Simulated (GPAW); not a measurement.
# P (honeycomb multilayer): G0W0 with GPAW, start to end

How does a plane-wave GW calculation on P (honeycomb multilayer) run from the first input to the gap?

Program: GPAW 26.7.0. Level of theory: LDA and many-body steps on it, plane waves. Results are calculated unless marked as measured.

## 1. The structure

The cell holds 4 atoms: 4 P. Cell: a = 3.280 Å, b = 3.280 Å, c = 16.800 Å, α = 90.0°, β = 90.0°, γ = 120.0°. Vacuum lies along c.

The start is a generated structure, not a measured one.

## 2. Relaxation

This step: GPAW 26.7.0; DFT, LDA, plane waves, PAW.

Gaps follow bond lengths, so the structure is brought to rest first.

run.py

```python
import json
import numpy as np
from gpaw.mpi import world
from ase import Atoms
from ase.constraints import FixSymmetry
from ase.filters import FrechetCellFilter
from ase.optimize import BFGS
from gpaw import GPAW, PW, FermiDirac

atoms = Atoms(['P', 'P', 'P', 'P'],
    cell=[[3.2800000000, 0.0000000000, 0.0000000000],
      [-1.6400000000, 2.8405633244, 0.0000000000],
      [0.0000000000, 0.0000000000, 16.8000000000]],
    scaled_positions=[[0.3333333333, 0.6666666667, 0.4017857143],
      [0.6666666667, 0.3333333333, 0.3279761904],
      [0.6666666667, 0.3333333333, 0.6720238096],
      [0.3333333333, 0.6666666667, 0.5982142857]],
    pbc=(True, True, False))
atoms.set_constraint(FixSymmetry(atoms))
atoms.calc = GPAW(mode=PW(550),
    xc='LDA',
    kpts={'size': (9, 9, 1), 'gamma': True},
    occupations=FermiDirac(0.02),
    convergence={'density': 1e-5},
    txt='relax.txt')
steps = []
opt = BFGS(FrechetCellFilter(atoms, mask=[1, 1, 0, 0, 0, 1]), logfile='bfgs.log')
opt.attach(lambda: steps.append([atoms.get_potential_energy(), atoms.cell[:], atoms.positions.copy(), atoms.get_forces()]))
converged = opt.run(fmax=0.03, steps=50)
res = {'converged': bool(converged), 'steps': steps, 'cell': atoms.cell[:], 'frac': atoms.get_scaled_positions()}

if world.rank == 0:
    with open('result.json', 'w') as f:
        json.dump(res, f, default=lambda x: x.tolist())
```

Started as:

```sh
> mpirun -n 12 gpaw python run.py
```

Numbers of over 12 decimals in the logs are rounded to 6 here.

Output:

```text
Step     Time          Energy          fmax
BFGS:    0       -23.449490        0.462093
BFGS:    1       -23.459974        0.387466
BFGS:    2       -23.480022        0.447232
[...]
BFGS:   11       -23.577689        0.066134
BFGS:   12       -23.578409        0.008887
```

Run time: 29 s. Hardware: 12 MPI ranks of Arm Neoverse V2, shared host; peak memory 2.6 GiB; 5.8 min of CPU time.

Step by step:

| step | energy less that of the first step (eV) | largest force (eV/Å) |
| --- | --- | --- |
| 1 | 0.0000 | 0.4621 |
| 2 | -0.0105 | 0.3137 |
| 3 | -0.0305 | 0.4472 |
| 4 | -0.0384 | 0.4809 |
| 5 | -0.0606 | 0.3456 |
| 6 | -0.0658 | 0.1735 |
| 7 | -0.0697 | 0.2331 |
| 8 | -0.0756 | 0.3517 |
| 9 | -0.0878 | 0.4595 |
| 10 | -0.1047 | 0.4450 |
| 11 | -0.1214 | 0.2668 |
| 12 | -0.1282 | 0.0661 |
| 13 | -0.1289 | 0.0089 |

The atoms that moved most (Å):

| atom | dx | dy | dz | length |
| --- | --- | --- | --- | --- |
| P2 | 0.000 | 0.000 | -0.352 | 0.352 |
| P3 | 0.000 | 0.000 | 0.352 | 0.352 |
| P4 | 0.000 | 0.000 | 0.350 | 0.350 |
| P1 | 0.000 | 0.000 | -0.350 | 0.350 |

Final coordinates:

```xyz
4
Lattice="3.2202 0.0000 0.0000 -1.6101 2.7888 0.0000 0.0000 0.0000 16.8000" Properties=species:S:1:pos:R:3
P     0.0000    1.8592    6.4000
P     1.6101    0.9296    5.1579
P     1.6101    0.9296   11.6421
P     0.0000    1.8592   10.4000
```

## 3. Ground state

The ground-state density comes first.

run.py

```python
import json
import numpy as np
from gpaw.mpi import world
from ase import Atoms
from gpaw import GPAW, PW, FermiDirac

atoms = Atoms(['P', 'P', 'P', 'P'],
    cell=[[3.2202089985, 0.0000000000, 0.0000000000],
      [-1.6101044993, 2.7887827982, 0.0000000000],
      [0.0000000000, 0.0000000000, 16.8000000000]],
    scaled_positions=[[0.3333333333, 0.6666666667, 0.3809531582],
      [0.6666666667, 0.3333333333, 0.3070173409],
      [0.6666666667, 0.3333333333, 0.6929826591],
      [0.3333333333, 0.6666666667, 0.6190468418]],
    pbc=(True, True, False))
calc = GPAW(mode=PW(450),
    xc='LDA',
    kpts={'size': (12, 12, 1), 'gamma': True},
    occupations=FermiDirac(0.001),
    nbands=-8,
    convergence={'density': 1e-6, 'bands': -3},
    maxiter=100,
    txt='gs.txt')
atoms.calc = calc
res = {'energy': atoms.get_potential_energy()}
kpts = calc.get_ibz_k_points()
res['kpts'] = kpts
res['eigenvalues'] = [calc.get_eigenvalues(kpt=k) for k in range(len(kpts))]
res['n_electrons'] = calc.get_number_of_electrons()
calc.write('gs.gpw')

if world.rank == 0:
    with open('result.json', 'w') as f:
        json.dump(res, f, default=lambda x: x.tolist())
```

Started as:

```sh
> mpirun -n 12 gpaw python run.py
```

Output:

```text
__  _  _
 | _ |_)|_||  |
 |__||  | ||/\| - 26.7.0

Input parameters:
  mode=PW(ecut=450.000000),
  convergence={'density': 1e-06, 'bands': -3},
  kpts=MonkhorstPack(size=(12, 12, 1), gamma=True),
  maxiter=100,
  nbands=-8,
  occupations=Occupations(name='fermi-dirac', width=0.001, fixmagmom=False),
  xc=XC(name='LDA')
  [... matrices ...]
Diagonalizing LCAO Hamiltonian
Converting LCAO to pw mode

           P
        P

        P

           P

Atoms  # Å, Bohr magnetons
|   | symbol |         x |        y |         z |    initial magnetic moments |
| 0 |      P | -0.000000 | 1.859189 |  6.400013 | ( 0.0000,  0.0000,  0.0000) |
| 1 |      P |  1.610104 | 0.929594 |  5.157891 | ( 0.0000,  0.0000,  0.0000) |
| 2 |      P |  1.610104 | 0.929594 | 11.642109 | ( 0.0000,  0.0000,  0.0000) |
| 3 |      P | -0.000000 | 1.859189 | 10.399987 | ( 0.0000,  0.0000,  0.0000) |

Unit cell  # Å
| periodic |         x |        y |         z |   lengths |     angles |
|      yes |  3.220209 | 0.000000 |  0.000000 |  3.220209 |  90.000000 |
|      yes | -1.610104 | 2.788783 |  0.000000 |  3.220209 |  90.000000 |
|       no |  0.000000 | 0.000000 | 16.800000 | 16.800000 | 120.000000 |

Number of symmetries: 12
Symmetry operations  # r_c * U_cc + t_c -> r_c
|    | kind |            matrix            |
|  0 |  σ   |  1, 1, 0,  0,-1, 0,  0, 0, 1 |
|  1 |  C2  |  1, 1, 0,  0,-1, 0,  0, 0,-1 |
|  2 |  E   |  1, 0, 0,  0, 1, 0,  0, 0, 1 |
|  3 |  σ   |  1, 0, 0,  0, 1, 0,  0, 0,-1 |
|  4 |  C3  |  0, 1, 0, -1,-1, 0,  0, 0, 1 |
|  5 |  S3  |  0, 1, 0, -1,-1, 0,  0, 0,-1 |
|  6 |  σ   |  0,-1, 0, -1, 0, 0,  0, 0, 1 |
|  7 |  C2  |  0,-1, 0, -1, 0, 0,  0, 0,-1 |
|  8 |  σ   | -1, 0, 0,  1, 1, 0,  0, 0, 1 |
|  9 |  C2  | -1, 0, 0,  1, 1, 0,  0, 0,-1 |
| 10 |  C3  | -1,-1, 0,  1, 0, 0,  0, 0, 1 |
| 11 |  S3  | -1,-1, 0,  1, 0, 0,  0, 0,-1 |

BZ-sampling:
  Number of BZ points: 144
  Number of IBZ points: 19

  Monkhorst-Pack size: [12, 12, 1]
  Monkhorst-Pack shift: [0.041667, 0.041667, 0.0]

K-points  # in reciprocal-cell coordinates
|     |                                coordinates |     weight |
|   0 | ( -0.00000000,  -0.00000000,   0.00000000) | 0.00694444 |
|   1 | (  0.08333333,  -0.00000000,   0.00000000) | 0.04166667 |
|   2 | (  0.16666667,  -0.08333333,   0.00000000) | 0.04166667 |
|   3 | (  0.16666667,  -0.00000000,   0.00000000) | 0.04166667 |
|   4 | (  0.25000000,  -0.08333333,   0.00000000) | 0.08333333 |
|   5 | (  0.25000000,  -0.00000000,   0.00000000) | 0.04166667 |
|   6 | (  0.33333333,  -0.16666667,   0.00000000) | 0.04166667 |
|   7 | (  0.33333333,  -0.08333333,   0.00000000) | 0.08333333 |
|   8 | (  0.33333333,  -0.00000000,   0.00000000) | 0.04166667 |
|   9 | (  0.33333333,   0.33333333,   0.00000000) | 0.01388889 |
| ... |                                            |            |
|  18 | (  0.50000000,   0.50000000,   0.00000000) | 0.02083333 |

Plane wave coefficients: 3347
Cutoff: 450.000000 eV

Spin-components: 1 (collinear spins)
Bands:           18
Projectors:      20
Spin-degeneracy: 2
Datatype:        complex128

  Storage: CPU
  Wave functions: 18_314_784 bytes (1_526_232 per core)
  Projectors: 18_314_784 bytes (1_526_232 per core)
  [... matrices ...]
Parallelization:
  kpt:    4
  domain: 3
  band:   1

Density:
  Valence electrons: 20.0
  Components: 1
  Grid points: [16 16 84]
  Charge: 0.0  # |e|

Potential:
  Grid points: [16 16 84]

species:
  P:
    name:    Phosphorus
    Z:       15.0
    valence: 5
    core:    10
    charge:  0.0  # [|e|]
    compensation charges:
      type: gauss
      rc: 0.30  # [Å]
      lmax: 2
    cutoffs:
      filter: 1.69  # [Å]
      core: 1.81  # [Å]
    projectors
    | kind |    occ | energy [eV] | rcut [Å] |
    |   3s |  2.000 |     -14.015 |    0.953 |
    |   3p |  3.000 |      -5.596 |    0.953 |
    |    s |        |      13.197 |    0.953 |
    |    p |        |      21.615 |    0.953 |
    |    d |        |       0.000 |    0.953 |

    Using partial waves for P as LCAO basis

Reference energy: -37090.423230  # eV

eigensolver:
  PPCG
  Converge bands: -3
  niter=2

density mixing:
  MSR1-Mixer
  Pratt-step length: 0.05
  Maximum mixing coefficient: 0.75
  Old densities: 10
  SVD Regularization: 0.005
  Good broyden scale: 1.0
  Trust region scale: 1.0
  Backstep threshold: 4.0
  History deletion threshold: 6.0
  Fourier metric: weight=20.0, sigma=0.015

occupation numbers:
  Fermi-Dirac:
    width: 0.0010  # eV

poisson solver:
  ecut: 3600.000000  # eV

xc functional:
  name: None

Initialization done in: 0.552 s

convergence criteria:
- Maximum integral of absolute [dens]ity change: 1e-06 electrons / valence electron
- Maximum [total energy] change in last 3 cyles: 0.0005 eV / valence electron
- Maximum integral of absolute [eigenst]ate change: 4e-08 eV^2 / valence electron
maximum number of iterations: 100

SCF iterations
|iter     |     time |      energy | eigst |  dens |
|iter:   1|  |  -23.764483 | +0.70 |       |
|iter:   2|  |  -23.784354 | -0.74 | -1.00 |
|iter:   3|  |  -23.593344 | -1.40 | -1.04 |
|iter:   4|  |  -23.581322 | -2.21 | -1.52 |
|iter:   5|  |  -23.585635 | -2.45 | -2.15 |
|iter:   6|  |  -23.580840c| -2.82 | -2.15 |
|iter:   7|  |  -23.580845c| -4.23 | -3.01 |
|iter:   8|  |  -23.580847c| -5.40 | -3.49 |
|iter:   9|  |  -23.580847c| -6.01 | -4.20 |
|iter:  10|  |  -23.580847c| -6.56 | -5.25 |
|iter:  11|  |  -23.580847c| -6.93 | -5.71 |
|iter:  12|  |  -23.580847c| -7.45c| -6.32c|

Converged in 12 steps
SCF loop duration: 1.745 s (0.145 s/step)
Energy contributions relative to reference atoms: (reference = -37090.423230)
  [... matrices ...]
Energy contributions:
  Kinetic:          26.689678
  Coulomb:         -25.725882
  Zero:             -0.087366
  External:          0.000000
  Xc:              -24.457276
  Entropy:          -0.000000
  Spinorbit:         0.000000
  ----------------------------
  Free energy:     -23.580847
  Extrapolated:    -23.580847

dipole moment: (0.000122, -0.000065, 0.000024)  # |e|*Ang

Fermi level: 0.897
Eigenvalues  # (at kpt = [-0.000, -0.000, 0.000])
| band index |      eig [eV] | occ [0-2] |
|          0 |       -15.042 |     2.000 |
|        ... |               |           |
|          2 |        -7.319 |     2.000 |
|          3 |        -7.049 |     2.000 |
|          4 |        -1.634 |     2.000 |
|          5 |        -0.722 |     2.000 |
|          6 |        -0.583 |     2.000 |
|          7 |        -0.583 |     2.000 |
|          8 |        -0.574 |     2.000 |
|          9 |        -0.574 |     2.000 |
|         10 |         3.441 |     0.000 |
|         11 |         3.441 |     0.000 |
|         12 |         3.465 |     0.000 |
|         13 |         3.465 |     0.000 |
|         14 |         3.501 |     0.000 |
|         15 |         3.571 |     0.000 |
|         16 |         4.696 |     0.000 |
|         17 |         5.597 |     0.000 |

Gap: 1.454 eV
Transition (v -> c):
  (s=0, k=6, n=9, [0.33, -0.17, 0.00]) -> (s=0, k=8, n=10, [0.33, -0.00, 0.00])
Direct/indirect transitions are different
Direct gap: 1.773 eV
Transition at: (s=0, k=8, n=9, [0.33, -0.00, 0.00])
vacuum-level: 5.763  # V
# Writing to gs.gpw (mode='')
  [... matrices ...]
```

It took 3.9 s on 12 MPI ranks; peak memory 1.7 GiB; 45 s of CPU time.

This step gave:

* total energy: -23.58 eV
* gap: 1.454 eV
* k of the valence top: 0.3333, -0.1667, 0
* k of the conduction bottom: 0.3333, 0, 0
* least direct gap: 1.773 eV

The gap is indirect, with the least direct gap 0.32 eV higher.

## 4. Bands along the symmetry lines

Levels along a band path, at the cheap level, show where the edges lie and whether the meshes to come will hold them.

run.py

```python
import json
import numpy as np
from gpaw.mpi import world
from gpaw import GPAW

path = [[0.000000, 0.000000, 0.000000],
    [0.062500, 0.000000, 0.000000],
    [0.125000, 0.000000, 0.000000],
    [0.187500, 0.000000, 0.000000],
    [0.250000, 0.000000, 0.000000],
    [0.312500, 0.000000, 0.000000],
    [0.375000, 0.000000, 0.000000],
    [0.437500, 0.000000, 0.000000],
    [0.500000, 0.000000, 0.000000],
    [0.479167, 0.041667, 0.000000],
    [0.458333, 0.083333, 0.000000],
    [0.437500, 0.125000, 0.000000],
    [0.416667, 0.166667, 0.000000],
    [0.395833, 0.208333, 0.000000],
    [0.375000, 0.250000, 0.000000],
    [0.354167, 0.291667, 0.000000],
    [0.333333, 0.333333, 0.000000],
    [0.291667, 0.291667, 0.000000],
    [0.250000, 0.250000, 0.000000],
    [0.208333, 0.208333, 0.000000],
    [0.166667, 0.166667, 0.000000],
    [0.125000, 0.125000, 0.000000],
    [0.083333, 0.083333, 0.000000],
    [0.041667, 0.041667, 0.000000],
    [0.000000, 0.000000, 0.000000]]
calc = GPAW('gs.gpw').fixed_density(kpts=path,
    symmetry='off',
    nbands=20,
    convergence={'bands': 16},
    txt='bands.txt')
res = {}
kpts = calc.get_ibz_k_points()
res['kpts'] = kpts
res['eigenvalues'] = [calc.get_eigenvalues(kpt=k) for k in range(len(kpts))]
res['n_electrons'] = calc.get_number_of_electrons()

if world.rank == 0:
    with open('result.json', 'w') as f:
        json.dump(res, f, default=lambda x: x.tolist())
```

Started as:

```sh
> mpirun -n 12 gpaw python run.py
```

Output:

```text
Diagonalizing LCAO Hamiltonian
Converting LCAO to pw mode
convergence criteria:
- Maximum integral of absolute [eigenst]ate change: 4e-08 eV^2 / valence electron
maximum number of iterations: 100

SCF iterations
|iter     |     time |      energy | eigst |  dens |
|iter:   1|  |             | +0.75 |       |
|iter:   2|  |             | -0.76 |       |
|iter:   3|  |             | -1.91 |       |
[...]
|iter:   8|  |             | -6.26 |       |
|iter:   9|  |             | -6.92 |       |
|iter:  10|  |             | -7.51c|       |
SCF steps: 10
  __  _  _
 | _ |_)|_||  |
 |__||  | ||/\| - 26.7.0

Input parameters:
  mode=PW(ecut=450.000000),
  convergence={'bands': 16},
  gpts=array([16, 16, 84]),
  kpts=KPoints(kpts=array([[0.      , 0.      , 0.      ],
         [0.0625  , 0.      , 0.      ],
         [0.125   , 0.      , 0.      ],
         [0.1875  , 0.      , 0.      ],
[...]
[0.479167, 0.041667, 0.      ],
         [0.458333, 0.083333, 0.      ],
[...]
[0.416667, 0.166667, 0.      ],
[...]
[0.25    , 0.25    , 0.      ],
[...]
[0.125   , 0.125   , 0.      ],
         [0.083333, 0.083333, 0.      ],
         [0.041667, 0.041667, 0.      ],
         [0.      , 0.      , 0.      ]])),
  maxiter=100,
  nbands=20,
  occupations=Occupations(name='fermi-dirac', width=0.001, fixmagmom=False),
  parallel={},
  symmetry=Symmetry(point_group=False, time_reversal=False),
  xc=XC(name='LDA')
  [... matrices ...]
timing:  # [seconds]
  Total: 0.023  # ━━━━━━━━━━━━━━━━━━━━━━━━━━━━━━━━━━━━━━━━━━━━━━━━━━━━━━━━━━━
```

Run time: 3.9 s. Hardware: 12 MPI ranks; peak memory 1.8 GiB; 45 s of CPU time.

This step gave:

```
gap                        : 1.444 eV
k of the valence top       : 0.1667, 0.1667, 0
k of the conduction bottom : 0.375, 0, 0
least direct gap           : 1.706 eV
```

The gap is 1.444 eV, −0.010 eV from the run before at this level.

The electronic bands at the labelled points (eV, zero at the top of the highest filled band):

| point | band 7 | band 8 | band 9 | band 10 | band 11 | band 12 | band 13 | band 14 |
| --- | --- | --- | --- | --- | --- | --- | --- | --- |
| Γ | -0.26 | -0.26 | -0.25 | -0.25 | 3.77 | 3.77 | 3.79 | 3.79 |
| halfway | -1.68 | -1.67 | -0.73 | -0.03 | 1.92 | 2.07 | 4.57 | 4.90 |
| M | -2.54 | -2.53 | -1.87 | -1.58 | 1.63 | 1.73 | 2.79 | 3.48 |
| halfway | -2.97 | -2.75 | -1.77 | -1.49 | 2.40 | 2.78 | 3.95 | 4.19 |
| K | -2.25 | -2.05 | -1.99 | -1.82 | 1.55 | 1.83 | 4.82 | 4.91 |
| halfway | -3.08 | -3.06 | -0.62 | 0.00 | 3.06 | 3.43 | 4.00 | 4.15 |
| Γ | -0.26 | -0.26 | -0.25 | -0.25 | 3.77 | 3.77 | 3.79 | 3.79 |

## 5. Empty states on the mesh, 12×12×1 mesh, 255 bands

The sums over transitions need many empty states on a uniform mesh; this step solves for them.

run.py

```python
import json
import numpy as np
from gpaw.mpi import world
from gpaw import GPAW

calc = GPAW('gs.gpw').fixed_density(kpts={'size': (12, 12, 1), 'gamma': True},
    parallel={'domain': 1, 'band': 1},
    txt='nscf.txt')
calc.diagonalize_full_hamiltonian(nbands=255)
calc.write('full.gpw', mode='all')
res = {}
kpts = calc.get_ibz_k_points()
res['kpts'] = kpts
res['eigenvalues'] = [calc.get_eigenvalues(kpt=k) for k in range(len(kpts))]
res['n_electrons'] = calc.get_number_of_electrons()

if world.rank == 0:
    with open('result.json', 'w') as f:
        json.dump(res, f, default=lambda x: x.tolist())
```

Started as:

```sh
> mpirun -n 12 gpaw python run.py
```

Output:

```text
Diagonalizing LCAO Hamiltonian
Converting LCAO to pw mode
convergence criteria:
- Maximum integral of absolute [eigenst]ate change: 4e-08 eV^2 / valence electron
maximum number of iterations: 100

SCF iterations
|iter     |     time |      energy | eigst |  dens |
|iter:   1|  |             | +0.70 |       |
|iter:   2|  |             | -0.73 |       |
|iter:   3|  |             | -1.66 |       |
[...]
|iter:  13|  |             | -6.63 |       |
|iter:  14|  |             | -7.06 |       |
|iter:  15|  |             | -7.54c|       |
SCF steps: 15
  __  _  _
 | _ |_)|_||  |
 |__||  | ||/\| - 26.7.0

Input parameters:
  mode=PW(ecut=450.000000),
  convergence={'density': 1e-06, 'bands': -3},
  gpts=array([16, 16, 84]),
  kpts=MonkhorstPack(size=(12, 12, 1), gamma=True),
  maxiter=100,
  nbands=18,
  occupations=Occupations(name='fermi-dirac', width=0.001, fixmagmom=False),
  parallel={'domain': 1, 'band': 1},
  xc=XC(name='LDA')
Matrix size: 3347x3347
# Writing to full.gpw (mode='all')
  [... matrices ...]

timing:  # [seconds]
  Total: 53.646  # ━━━━━━━━━━━━━━━━━━━━━━━━━━━━━━━━━━━━━━━━━━━━━━━━━━━━━━━━━━
```

Wall time 57 s (12 MPI ranks); peak memory 10 GiB; 11 min of CPU time.

This step gave:

| Item | Value |
| --- | --- |
| gap | 1.454 eV |
| k of the valence top | 0.3333, -0.1667, 0 |
| k of the conduction bottom | 0.3333, 0, 0 |
| least direct gap | 1.773 eV |
| k points computed | 19 |
| lowest point of the top converged band, above the valence top | 75.5751 eV |

On this mesh the gap is 1.454 eV.

(Continued in part 2 of 2.)

[Paths, hosts, dates, memory and timing lines, banners, echoed tables and standing remarks are left out of the program output.]

[Logs are printed without paths, hosts, clocks, repeated set-up lines and the standing remarks that a program may print on its own settings, such as how far it seeks lower states.]

[Runs of the session that timed out or met a known fault of the program may be left out.]

[Hosts, paths, dates, database ids (printed as entryN), source tags and the programs' standing remarks are cut or masked in the printed files.]
